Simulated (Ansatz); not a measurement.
# NaVSe3 (model cell, started as cubic perovskite with V in the octahedra): following an unstable mode

Wanted: the energy along a soft mode of NaVSe3 (model cell, started as cubic perovskite with V in the octahedra) and the structure at the end.

Program: Ansatz 0.2.0. Level of theory: DFT PBE, scalar-relativistic, plane waves, PAW. Results are calculated unless marked as measured.

The structure was built from a prototype and need not be the compound's stable phase.

### Step 1. The structure

The structure is cubic, space group Pm-3m (No. 221). Conventional cell: a = 4.899 Å, b = 4.899 Å, c = 4.899 Å, α = 90.00°, β = 90.00°, γ = 90.00°. Na has 12 Se at 3.46 Å nearest. V has 6 Se at 2.45 Å nearest. Nearest to Se lie 2 V at 2.45 Å and 4 Na at 3.46 Å. Farther neighbours and most contacts between anions are not listed.

### Step 2. Response at finite wavevector

The cell comes from relaxations at this level that are not shown. Stability and thermal properties need the whole zone. Linear response on a 2×2×2 q mesh gives force constants as far as a supercell of that size would.

File input.yaml:

```yaml
crystal:
  lattice:
    - [4.8990130555, 0.0, 0.0]
    - [0.0, 4.8990130555, 0.0]
    - [0.0, 0.0, 4.8990130555]
  atoms:
    - { symbol: Na, position: [0.0, 0.0, 0.0] }
    - { symbol: V, position: [0.5, 0.5, 0.5] }
    - { symbol: Se, position: [0.5, 0.5, 0.0] }
    - { symbol: Se, position: [0.5, 0.0, 0.5] }
    - { symbol: Se, position: [0.0, 0.5, 0.5] }
kpoints:
  mp_grid: { grid: [6, 6, 6] }
hamiltonian:
  xc: pbe
scf:
  occupations: { method: methfessel_paxton, width: 0.15 }
output:
  eigenvalues: true
phonons:
  method: dfpt
  qmesh: [2, 2, 2]
  temperatures: { t_max: 1000, t_step: 50 }
  qpath:
    path:
      - [[0.0, 0.0, 0.0], [0.0, 0.5, 0.0], [0.5, 0.5, 0.0], [0.0, 0.0, 0.0], [0.5, 0.5, 0.5], [0.0, 0.5, 0.0]]
      - [[0.5, 0.5, 0.5], [0.5, 0.5, 0.0]]
    npoints: 10
```

On the command line:

```console
$ ansatz run input.yaml --threads 8 --pin off --max-ram 14336MiB --backend cpu --events-out ev --progress --plain --runs-dir out
```

Numbers of over 12 decimals in the logs are rounded to 6 here.

Log:

```text
Engine: ansatz 0.2.0, aarch64-unknown-linux-gnu
Pseudopotentials: kind: paw
Pseudopotential: Na, paw, valence charge 9, recommended cutoff 420 eV (normal), Na.paw.azcp
Pseudopotential: V, paw, valence charge 13, recommended cutoff 420 eV (normal), V.paw.azcp
Pseudopotential: Se, paw, valence charge 16, recommended cutoff 420 eV (normal), Se.paw.azcp
Functional definition: PBE
  parameter kappa = 0.804
  parameter beta = 0.066725
  exchange = pbe_x(kappa = kappa, mu = beta*pi^2/3)
  correlation = pbe_c(beta = beta)
Crystal: 5 atoms, lattice volume = 117.578 Å³
Basis set: ecut = 420 eV, 2325 PW (Γ), exchange–correlation on 72×72×72 points (8 copies of the dense FFT grid, shifted against one another)
Bands: 42, of which v1, the nominal top of the filled ones, is band 35 counted from 1 (34 counted from 0)
Symmetry: 48 space group operations
k-points: 20 of 216
Non-local potential: Na, projectors of the file, l = 0: 3, l = 1: 2, l = 2: 1
Non-local potential: V, projectors of the file, l = 0: 3, l = 1: 2, l = 2: 3, l = 3: 1
Non-local potential: Se, projectors of the file, l = 0: 2, l = 1: 2, l = 2: 3, l = 3: 1
PAW form: soft (Blöchl's): semilocal exchange-correlation on the pseudo side does not see the compensation charge
PAW one-centre angular grid: Na, 110 points (default); XC on 64 Gauss nodes
PAW one-centre angular grid: V, 590 points (default); XC on 64 Gauss nodes
PAW one-centre angular grid: Se, 590 points (default); XC on 64 Gauss nodes
Initial density: superposition of atomic densities (neutral atoms: chi_scale 0, normalization atom), corrected by the library's trained network
Initial wavefunctions: pseudopotential atomic-orbital guess
Functional: x = pbe(κ = 0.804, μ = 0.219515), c = pbe(β = 0.066725)
SCF iter   1: F=—  HF=-20808.359878 eV  |F-HF|=—  |Δ(HF+E_count)|=         —  Δρ=5.90e-3  dr2=7.25e-2  ethr=1.77e-3  ⟨swp⟩=5.7  Hψ=2921  notcnv=0
preconditioner: auto → LDOS  [metal: Δε(μ)=0.007 eV  Ē_g=7.420 eV  σ=0.150 eV  W_gap=0.04  n_scr=26 (ndim 8)  ℏωp=16.8 eV  f_vac=0.121  D(μ)=7.97/eV (n_scr^D=80)  β→1.0]
SCF iter   2: F=—  HF=-20808.357994 eV  |F-HF|=—  |Δ(HF+E_count)|=   1.88e-3  S|Δr|=    0.00e0  Δρ=1.95e-3  dr2=5.30e-3  ethr=1.04e-4  ⟨swp⟩=1.1  Hψ=1003  notcnv=0
SCF iter   3: F=—  HF=-20808.358125 eV  |F-HF|=—  |Δ(HF+E_count)|=   1.31e-4  S|Δr|=    0.00e0  Δρ=8.55e-4  dr2=7.70e-4  ethr=7.57e-6  ⟨swp⟩=2.0  Hψ=1139  notcnv=0
SCF iter   4: F=—  HF=-20808.358057 eV  |F-HF|=—  |Δ(HF+E_count)|=   6.80e-5  S|Δr|=    0.00e0  Δρ=1.27e-4  dr2=2.42e-5  ethr=1.10e-6  ⟨swp⟩=1.5  Hψ=856  notcnv=0
SCF iter   5: F=—  HF=-20808.358059 eV  |F-HF|=—  |Δ(HF+E_count)|=   1.84e-6  S|Δr|=    0.00e0  Δρ=4.98e-5  dr2=4.68e-6  ethr=3.46e-8  ⟨swp⟩=2.0  Hψ=1160  notcnv=0
SCF iter   6: F=—  HF=-20808.358061 eV  |F-HF|=—  |Δ(HF+E_count)|=   2.66e-6  S|Δr|=    0.00e0  Δρ=1.55e-5  dr2=5.92e-7  ethr=6.68e-9  ⟨swp⟩=2.1  Hψ=1476  notcnv=0
SCF iter   7: F=—  HF=-20808.358061 eV  |F-HF|=—  |Δ(HF+E_count)|=   1.02e-7  S|Δr|=    0.00e0  Δρ=3.23e-6  dr2=1.25e-8  ethr=8.45e-10  ⟨swp⟩=2.2  Hψ=1549  notcnv=0
SCF iter   8: F=—  HF=-20808.358061 eV  |F-HF|=—  |Δ(HF+E_count)|=   2.41e-9  S|Δr|=    0.00e0  Δρ=3.46e-6  dr2=2.08e-8  ethr=1.79e-11  ⟨swp⟩=2.0  Hψ=1089  notcnv=0
SCF iter   9: F=—  HF=-20808.358061 eV  |F-HF|=—  |Δ(HF+E_count)|=  9.02e-10  S|Δr|=    0.00e0  Δρ=3.43e-7  dr2=2.28e-10  ethr=1.79e-11  ⟨swp⟩=1.3  Hψ=846  notcnv=0
SCF iter  10: F=-20808.358061 eV  HF=-20808.358061 eV  |F-HF|=7.28e-12  |Δ(HF+E_count)|=    0.00e0  S|Δr|=    0.00e0  Δρ=1.40e-8  dr2=1.57e-13  ethr=1.00e-12  ⟨swp⟩=4.5  Hψ=3588  notcnv=0
SCF 1 converged in 10 iterations: F = -20808.358061 eV  dr2 = 1.57e-13
  greatest PAW one-centre occupation: 1.000 electrons in one spin orbital (limit 2), on the Se atom at site 2 (counted from 0), in its partial waves of l = 2
Initial density: read from a saved state, or passed on in memory by an earlier SCF of this step, an earlier step, the calling program or the single point that the run made first
iter 1 solved again at ethr=2.65e-7 eV; its pass at ethr=3.10e-3 eV (dr2=1.86e-4 eV) is discarded
SCF iter   1: F=—  HF=-20808.358066 eV  |F-HF|=—  |Δ(HF+E_count)|=         —  Δρ=5.83e-7  dr2=1.49e-10  ethr=2.65e-7  ⟨swp⟩=3.0  Hψ=4745  notcnv=0
eigensolver tolerance schedule: the retry pair's looser diagonalisation over-reported the residual by 1244441.38 of it (diagonalisation noise at an unbounded share of the residual, at the tolerance the schedule requests for it); recorded, not acted on — ethr = c·dr2/N_el stays at c = 1.0e-1
preconditioner: auto → LDOS  [metal: Δε(μ)=0.005 eV  Ē_g=7.409 eV  σ=0.150 eV  W_gap=0.03  n_scr=26 (ndim 8)  ℏωp=16.8 eV  f_vac=0.119  D(μ)=8.37/eV (n_scr^D=80)  β→1.0]
SCF iter   2: F=—  HF=-20808.358061 eV  |F-HF|=—  |Δ(HF+E_count)|=   4.23e-6  S|Δr|=    0.00e0  Δρ=5.90e-7  dr2=1.61e-10  ethr=1.00e-12  ⟨swp⟩=3.8  Hψ=2293  notcnv=0
SCF iter   3: F=—  HF=-20808.358061 eV  |F-HF|=—  |Δ(HF+E_count)|=  4.73e-11  S|Δr|=    0.00e0  Δρ=3.08e-7  dr2=3.72e-11  ethr=1.00e-12  ⟨swp⟩=2.0  Hψ=1483  notcnv=0
SCF iter   4: F=—  HF=-20808.358061 eV  |F-HF|=—  |Δ(HF+E_count)|=    0.00e0  S|Δr|=    0.00e0  Δρ=2.27e-7  dr2=2.10e-11  ethr=1.00e-12  ⟨swp⟩=1.0  Hψ=840  notcnv=0
SCF iter   5: F=-20808.358061 eV  HF=-20808.358061 eV  |F-HF|=7.28e-12  |Δ(HF+E_count)|=  3.64e-12  S|Δr|=    0.00e0  Δρ=1.30e-7  dr2=7.31e-12  ethr=1.00e-12  ⟨swp⟩=1.2  Hψ=1790  notcnv=0
SCF 2 converged in 5 iterations: F = -20808.358061 eV  dr2 = 7.31e-12
  greatest PAW one-centre occupation: 1.000 electrons in one spin orbital (limit 2), on the Se atom at site 4 (counted from 0), in its partial waves of l = 2
phonons: the bands overlap, so this run is a metal and interpolates without the dipole-dipole term. If the crystal is really an insulator or semiconductor, its LO-TO splitting is missing
NSCF: frozen V_eff on 20 k-points
WARN: eigensolver did not converge in 2 slots of this pass, the one above among them; of largest residual over every band (k=4): 1 band(s) unlocked (lowest unlocked band 41, counted from 0; max residual 2.67e-4 eV among the unlocked bands, 2.67e-4 eV over every band); of lowest unlocked band (k=4): band 41
NSCF: frozen V_eff on 64 k-points
DFPT response loops at q = (0, 0, 0) (fractional): preconditioner auto → Kerker (q_TF=auto, 2.502 Å⁻¹) (partly filled bands, converged f_vac=0.119); β = 1.00, the filter's whole step (`scf.mixing.beta` (0.50) is not read by the response loops under this deck's `scf.mixing.preconditioner`; to damp them name `kerker` or `kerker_dos`, under which they read `scf.mixing.beta`, and type it under 1.00, their step now; both keys bind the ground state too); Broyden in place of MSR1
NSCF: frozen V_eff on 128 k-points
DFPT response loops at q = (0, 0, -0.5) (fractional): mixed as the last ones told, above
NSCF: frozen V_eff on 128 k-points
DFPT response loops at q = (0, -0.5, -0.5) (fractional): mixed as the last ones told, above
NSCF: frozen V_eff on 128 k-points
DFPT response loops at q = (-0.5, -0.5, -0.5) (fractional): mixed as the last ones told, above
SCF converged after 10 iterations
Stability not checked: this state was not tested for a lower state beside it, because cold or Methfessel-Paxton smearing, or corrected tetrahedra, fill the levels in a way that the test cannot read (fill_not_monotonic; see scf.lower_state_search)
Free energy (F): -20808.358061 eV
Harris-Foulkes:  -20808.358061 eV  (|F-HF|=7.28e-12)
Internal energy: -20808.341253 eV  (E = F + TS)
E sigma→0 (E₀):  -20808.353859 eV
Entropy (-TS):   -0.016808 eV (-3.362 meV/atom)
Fermi energy:    7.540076 eV
Step filling:    the computed levels leave a gap of 0.0032 eV = 0.0 smearing widths at the electron count; against every level under it full and every level over it empty, smearing changes F+E_penalty+E_count by -11.479 meV and its σ→0 estimate by -7.277 meV
--- Per-component energies (eV) ---
  E_band       = -1637.040991
  E_kinetic    = 811.806228
  E_local      = -10477.733814  (includes V_loc(G=0)·N_el)
  E_nonlocal   = -1718.919403
  E_hartree    = 4918.267677
  E_xc         = -481.589583
  E_vxc        = -509.343876  (∫ρ·V_xc dr)
  E_paw        = -7108.908111  (= ΣΔE_a)
  E_vpaw       = 420.616005  (= ΣTr[D̂ρ^β])
  E_aug_tail   = -0.001485  (compensation charges beyond the density's cutoff)
  E_ewald      = -6751.262762
  E_smearing   = -0.016808  (= −TS)
  E_closure    = -0.000000  (closes the sum)
  Σ components = -20808.358061   (vs F -20808.358061, Δ=0.00e0)
--- Band table (eV; the first three rows and the last of 20) ---
  k-point 0: bands = [... 31 lower, 6.4845, 6.6704, 6.6704, 6.6704, 7.3001, 7.3001, 7.3001, 7.7458, ... 3 higher]
  k-point 1: bands = [... 31 lower, 6.2824, 6.3174, 6.6768, 6.9563, 6.9563, 7.6627, 7.6627, 7.7518, ... 3 higher]
  k-point 2: bands = [... 31 lower, 5.2188, 6.0232, 6.6896, 7.0219, 7.0219, 7.7597, 8.1725, 8.1725, ... 3 higher]
  k-point 19: bands = [... 31 lower, 3.7513, 8.0645, 8.0645, 8.0645, 8.1941, 8.1941, 8.1941, 9.7299, ... 3 higher]
--- Phonons (Γ-DFPT): 4 representative perturbations + reference (Σ response iterations 12) ---
  ASR residual: 3.770e-5 → 0.000e0 eV/Å²; symmetrization residual: 6.735e-6 eV/Å²
  ASR residual per site (eV/Å²): 3.77e-5 9.28e-6 1.64e-5 1.64e-5 1.64e-5
  Γ frequencies (cm⁻¹): -143.71 -143.71 -143.71 -26.97 -26.97 -26.97 0.00 0.00 0.00 34.50 34.50 34.50 198.53 198.53 198.53
--- Phonons (arbitrary-q DFPT): 4 irreducible q on the 2×2×2 mesh ---
  q = [0.0000, 0.0000, 0.0000] (star 1, of the zone-centre solve; hermiticity 1.65e-6, symmetrization 1.32e-11): -143.71 -143.71 -143.71 -26.97 -26.97 -26.97 -0.00 0.00 0.00 34.50 34.50 34.50 198.53 198.53 198.53
  q = [0.0000, 0.0000, -0.5000] (star 3, 9 solved perturbations in 504 linear systems a pass and spin channel, the states on 64 of 216 k-point pairs; hermiticity 7.55e-7, symmetrization 2.91e-12): -128.80 -128.80 -11.34 -11.34 31.97 33.17 33.17 40.44 45.11 77.75 77.75 110.09 190.09 190.09 204.56
  q = [0.0000, -0.5000, -0.5000] (star 3, 9 solved perturbations in 504 linear systems a pass and spin channel, the states on 64 of 216 k-point pairs; hermiticity 7.03e-7, symmetrization 2.96e-12): -107.17 -69.47 -61.59 -50.03 -50.03 33.61 45.83 45.83 78.09 78.09 120.90 129.73 129.73 180.91 227.83
  q = [-0.5000, -0.5000, -0.5000] (star 1, 4 solved perturbations in 184 linear systems a pass and spin channel, the states on 64 of 216 k-point pairs; hermiticity 2.88e-7, symmetrization 1.14e-11): -146.43 -146.43 -60.73 -60.73 -60.73 39.29 39.29 39.29 117.06 117.06 117.06 122.19 122.19 122.19 249.25
  sum rule: each row above includes the acoustic sum rule's correction from the zone centre's row sums; it moved no ω² by more than (0.67 cm⁻¹)²
  mesh force constants: q→R imaginary residual 3.98e-18; ASR residual 3.770e-5 → 0.000e0 eV/Å²; symmetrization residual 9.770e-15 eV/Å²
  interpolated dispersion: 62 rows × 15 modes
  density of states and harmonic sums: on the 14×14×14 q-mesh, interpolated from the force constants of a 2×2×2 supercell (no non-analytic term)
  largest difference from the sums on the solved wave vectors: F 5.02e-2 eV, S 7.97e-5 and C_V 2.92e-5 eV/K
  zero-point energy: 0.060153 eV/cell   skipped modes (ω ≤ 0): 655, of them read as no rigid motion or as one in doubt: 652 (5.464e0 modes/cell left out, lowest -146.43 cm⁻¹)   left out of the sums: 3.64e-1 of the cell's modes: C_V's classical limit lies that fraction below 3 k_B per atom; for a crystal, a wire or a layer, F and S can be off by more, and a phonons.interpolated_qmesh denser along its periods is the remedy for the sampling
```

The job ended after 6.6 min (8 threads of Arm Neoverse N1, shared host; peak memory 1.4 GiB; 28 min of CPU time).

This run has no spin polarisation, although V can carry a moment.

Numbers from this step:

```
volume per atom                                         : 23.52 Å³
gap on the k-mesh                                       : 0 eV
sum-rule residual before enforcement                    : 3.77e-5 eV/Å²
lowest frequency on the path                            : -146.4 cm⁻¹
point group                                             : m-3m
highest frequency on the path or at a solved wavevector : 249.6 cm⁻¹
highest optical mode at the zone centre (no LO-TO term) : 198.5 cm⁻¹
lowest optical zone-centre mode                         : -143.7 cm⁻¹
lowest mode on the q mesh (acoustic modes at Γ apart)   : -146.4 cm⁻¹
```

Frequencies (cm⁻¹) solved at each irreducible wavevector; negative means imaginary. Frequencies by wavevector, by row:

```tsv
q in reciprocal lattice units	star	mode 1	mode 2	mode 3	mode 4	mode 13	mode 14	mode 15
0 0 0	1	-143.7	-143.7	-143.7	-27	198.5	198.5	198.5
0 0 -0.5	3	-128.8	-128.8	-11.3	-11.3	190.1	190.1	204.6
0 -0.5 -0.5	3	-107.2	-69.5	-61.6	-50	129.7	180.9	227.8
-0.5 -0.5 -0.5	1	-146.4	-146.4	-60.7	-60.7	122.2	122.2	249.2
```

Interpolated from a 2×2×2 q mesh. The phonon branches at the labelled points (cm⁻¹):

```tsv
point	branch 1	branch 2	branch 3	branch 4	branch 12	branch 13	branch 14	branch 15
Γ	-144	-144	-144	-27	34	198	198	198
halfway	-136	-136	-90	-14	73	195	195	201
X	-129	-129	-11	-11	110	190	190	205
halfway	-117	-84	-45	-39	122	128	186	226
M	-107	-70	-62	-50	130	130	181	228
halfway	-126	-88	-85	-43	96	158	191	220
Γ	-144	-144	-144	-27	34	198	198	198
halfway	-77	-77	-77	-49	105	146	146	238
R	-146	-146	-61	-61	122	122	122	249
halfway	-80	-66	-56	-46	116	125	129	244
X	-129	-129	-11	-11	110	190	190	205
jump to R	-146	-146	-61	-61	122	122	122	249
halfway	-115	-81	-61	-43	122	126	126	248
M	-107	-70	-62	-50	130	130	181	228
```

Symmetry leaves 4 wavevectors to solve. The lowest mode among them, the acoustic zeros apart, lies at q = (-0.5, -0.5, -0.5) and is imaginary, 146.4i cm⁻¹, so the energy falls along it.

### Step 3. The mode frozen in, largest atomic shift 0 Å

The mode followed lies at q = (-0.5, -0.5, -0.5) with frequency 146.4i cm⁻¹ and is 2-fold degenerate, the softest among the wavevectors solved. At small amplitude the distorted cell has space group no. 140 by a symmetry search on the positions. The undistorted cell that holds it gives the zero of energy on the same k mesh.

System of this step: NaVSe3 (model cell, started as cubic perovskite with V in the octahedra). Symmetry: Pm-3m, No. 221, cubic system. Conventional cell: a = 4.899 Å, b = 4.899 Å, c = 4.899 Å, α = 90.00°, β = 90.00°, γ = 90.00°. Nearest to Na lie 12 Se at 3.46 Å. Nearest to V lie 6 Se at 2.45 Å. Nearest to Se lie 2 V at 2.45 Å and 4 Na at 3.46 Å. Farther neighbours and most contacts between anions are not listed.

File input.yaml:

```yaml
crystal:
  lattice:
    - [4.8990130555, 4.8990130555, 0.0]
    - [4.8990130555, 0.0, 4.8990130555]
    - [4.8990130555, 0.0, -4.8990130555]
  atoms:
    - { symbol: Na, position: [0.0, 0.0, 1.0] }
    - { symbol: Na, position: [0.0, 0.5, 0.5] }
    - { symbol: V, position: [0.5, 0.25, 0.75] }
    - { symbol: V, position: [0.5, 0.75, 0.25] }
    - { symbol: Se, position: [0.5, 0.5, 0.5] }
    - { symbol: Se, position: [0.5, 0.0, 0.0] }
    - { symbol: Se, position: [0.0, 0.5, 0.0] }
    - { symbol: Se, position: [0.0, 0.0, 0.5] }
    - { symbol: Se, position: [0.5, 0.5, 0.0] }
    - { symbol: Se, position: [0.5, 0.0, 0.5] }
kpoints:
  mp_grid: { grid: [6, 6, 6] }
hamiltonian:
  xc: pbe
scf:
  occupations: { method: methfessel_paxton, width: 0.15 }
output:
  forces: true
  stress: true
  eigenvalues: true
```

Log:

```text
[...]
Crystal: 10 atoms, lattice volume = 235.156 Å³
Basis set: ecut = 420 eV, 4645 PW (Γ), exchange–correlation on 96×96×96 points (8 copies of the dense FFT grid, shifted against one another)
Bands: 84, of which v1, the nominal top of the filled ones, is band 70 counted from 1 (69 counted from 0)
Symmetry: 96 space group operations
[...]
k-points: 16 of 216
[...]
k-point 0: bands = [... 66 lower, 6.6809, 7.3015, 7.3015, 7.3015, 7.7555, 7.7555, 8.0617, 8.0617, ... 10 higher]
  k-point 1: bands = [... 66 lower, 6.8582, 7.2158, 7.2158, 7.3138, 7.8075, 7.8075, 7.9215, 8.1128, ... 10 higher]
  k-point 2: bands = [... 66 lower, 6.8029, 7.2526, 7.2526, 7.4495, 7.5740, 7.5895, 7.5895, 7.9060, ... 10 higher]
  k-point 15: bands = [... 66 lower, 6.0328, 6.3675, 6.4993, 7.5431, 7.6579, 8.1407, 8.1591, 8.2002, ... 10 higher]
[key lines of the parts left out:]
SCF converged after 7 iterations
Free energy (F): -41616.869163 eV
Fermi energy:    7.545768 eV
P = ⅓ Tr σ = -0.1606 GPa (-1.606 kbar)
```

The job ended after 5.3 s (8 threads; peak memory 1.2 GiB).

This step gave:

| Quantity | Value |
| --- | --- |
| pressure | -0.1606 GPa |
| energy from the undistorted cell | 0 meV/atom |

The run ends at a pressure of -0.16 GPa.

### Step 4. The mode frozen in, largest atomic shift 0.08 Å

The atoms are moved along the unstable eigenvector, the largest shift by 0.08 Å, with the cell fixed.

input.yaml: that of step 3 with these lines changed.

```diff
@@ -12,6 +12,6 @@
     - { symbol: Se, position: [0.5, 0.0, 0.0] }
-    - { symbol: Se, position: [0.0, 0.5, 0.0] }
-    - { symbol: Se, position: [0.0, 0.0, 0.5] }
-    - { symbol: Se, position: [0.5, 0.5, 0.0] }
-    - { symbol: Se, position: [0.5, 0.0, 0.5] }
+    - { symbol: Se, position: [-0.0163298197, 0.5081649099, 0.0081649099] }
+    - { symbol: Se, position: [0.0163298197, -0.0081649099, 0.4918350901] }
+    - { symbol: Se, position: [0.5, 0.4918350901, -0.0081649099] }
+    - { symbol: Se, position: [0.5, 0.0081649099, 0.5081649099] }
 kpoints:
```

Log:

```text
[...]
Crystal: 10 atoms, lattice volume = 235.156 Å³
Basis set: ecut = 420 eV, 4645 PW (Γ), exchange–correlation on 96×96×96 points (8 copies of the dense FFT grid, shifted against one another)
Bands: 84, of which v1, the nominal top of the filled ones, is band 70 counted from 1 (69 counted from 0)
Symmetry: 16 space group operations
[...]
k-points: 30 of 216
[...]
k-point 0: bands = [... 66 lower, 6.6647, 7.3079, 7.3079, 7.3203, 7.7417, 7.7612, 8.0949, 8.0949, ... 10 higher]
  k-point 1: bands = [... 66 lower, 6.8666, 7.1530, 7.1931, 7.2887, 7.8538, 7.8839, 7.9841, 8.1171, ... 10 higher]
  k-point 2: bands = [... 66 lower, 6.7916, 7.1346, 7.2417, 7.4492, 7.5518, 7.6303, 7.7538, 7.9181, ... 10 higher]
  k-point 29: bands = [... 66 lower, 6.0396, 6.3774, 6.5118, 7.5186, 7.7022, 8.1337, 8.1754, 8.2016, ... 10 higher]
[key lines of the parts left out:]
SCF converged after 7 iterations
Free energy (F): -41616.879008 eV
Fermi energy:    7.564459 eV
P = ⅓ Tr σ = 0.2296 GPa (2.296 kbar)
```

The job ended after 8.9 s (8 threads; peak memory 1.3 GiB).

Numbers from this step:

| Property | Result |
| --- | --- |
| pressure | 0.2296 GPa |
| energy from the undistorted cell | -1.336 meV/atom |

The energy, extrapolated to zero smearing, is -1.34 meV/atom against the undistorted cell.

The run ends at a pressure of 0.23 GPa, with forces up to 0.066 eV/Å.

### Step 5. Energy along the mode, all amplitudes (two of the runs are shown above)

An imaginary frequency means negative curvature, so the energy should fall and then rise again as anharmonic terms take over.

This step gave:

- depth at the lowest point sampled: 1.336 meV/atom
- largest atomic shift at that point: 0.08 Å

The energy from the parent by largest atomic shift:

```tsv
largest atomic shift (Å)	energy from the parent (meV/atom)
0.0000	0
0.0400	-0.828
0.0800	-1.34
0.1400	5.95
```

Displacement at unit largest shift by atom:

```tsv
atom	x (Å)	y (Å)	z (Å)	size
Na1	0.00	0.00	0.00	0.00
Na2	0.00	0.00	0.00	0.00
V3	0.00	0.00	0.00	0.00
V4	0.00	0.00	0.00	0.00
Se5	0.00	0.00	0.00	0.00
Se6	0.00	0.00	0.00	0.00
Se7	0.00	-1.00	0.00	1.00
Se8	0.00	1.00	0.00	1.00
Se9	-1.00	0.00	0.00	1.00
Se10	1.00	0.00	0.00	1.00
```

The lowest of the steps tried is at 0.08 Å, 1.34 meV/atom below the parent; the bottom of the well need not coincide with a step.

(Continued in part 2 of 2.)

[Logs are printed without paths, hosts, clocks, repeated set-up lines and the standing remarks that a program may print on its own settings, such as how far it seeks lower states.]

[Hosts, paths, dates, database ids (printed as entryN), source tags and the programs' standing remarks are cut or masked in the printed files.]
